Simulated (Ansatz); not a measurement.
**BaTiO3 (P4mm): how ε∞ follows the gap**

The empty bands of BaTiO3 (P4mm) are shifted up rigidly by Δ, and ε∞ along x is computed for each shift. x, y and z are the Cartesian axes of the input cell.

It takes space group P4mm (No. 99, tetragonal). The conventional cell has a = 4.000 Å, b = 4.000 Å, c = 4.018 Å, α = 90.00°, β = 90.00°, γ = 90.00°. Around Ba on site a lie 12 O at 2.79 to 2.88 Å. Ti on site b is surrounded by 6 O at 1.89 to 2.13 Å. Around O on site c lie 2 Ti at 2.00 Å. Around O on site b lie 2 Ti at 1.89 to 2.13 Å.

Method: Ansatz 0.2.0, PBE, independent particles, k-mesh 6×6×6 with interpolation inside its cells, Gaussian parameter 0.1 eV.

Launch of the response step: `ansatz run input.yaml --threads 4 --pin off --max-ram 8192MiB --backend cpu --events-out ev --progress --plain --runs-dir out`. The series took 2.7 min in all, on 4 threads of Intel(R) Xeon(R) 6975P-C (Granite Rapids), with other jobs on the host.

```tsv
Δ (eV)	ε∞ along x
0.00	6.683
0.40	6.300
0.80	5.974
1.20	?
1.60	5.451
2.00	5.237
```

With one effective transition at E₀ and fixed dipole strength, ε∞ − 1 = A/(E₀ + Δ), so 1/(ε∞ − 1) is linear in Δ.

Working, on the rows shown:

| x = Δ (eV) | y = 1/(ε∞ − 1) |
| --- | --- |
| 0 | 0.175963 |
| 0.4 | 0.188679 |
| 0.8 | 0.201045 |
| 1.6 | 0.224669 |
| 2 | 0.236016 |

Means: x̄ = 0.96, ȳ = 0.20527. Σ(x − x̄)(y − ȳ) = 0.08249, Σ(x − x̄)² = 2.752. Slope = 0.08249 / 2.752 = 0.02998; intercept = ȳ − slope · x̄ = 0.1765. Turned back into ε∞ along x, the line misses the rows shown by at most 0.017.

Question: What does the fit predict for the withheld row, and how well does it do?

Answer: At x = 1.2 the line gives y = 0.21247, that is 5.707. The run gave 5.695, so the interpolation is off by 0.012, 0.8 % of the range in the table.

Refitted with all rows, the slope is 0.03001 and the intercept 0.17655. These give E₀ = intercept/slope = 5.9 eV, far above the least direct gap of 2.09 eV: most of the screening comes from transitions well over the edge. Over the first step ε∞ falls by 14 % per eV. The cell comes from an older database entry, whose edges can be off by a per cent or so. Excitons are left out and so are local fields; PBE gaps are as a rule too small. Spin-orbit coupling is left out.

[Logs are printed without paths, hosts, clocks, repeated set-up lines and the standing remarks that a program may print on its own settings, such as how far it seeks lower states.]
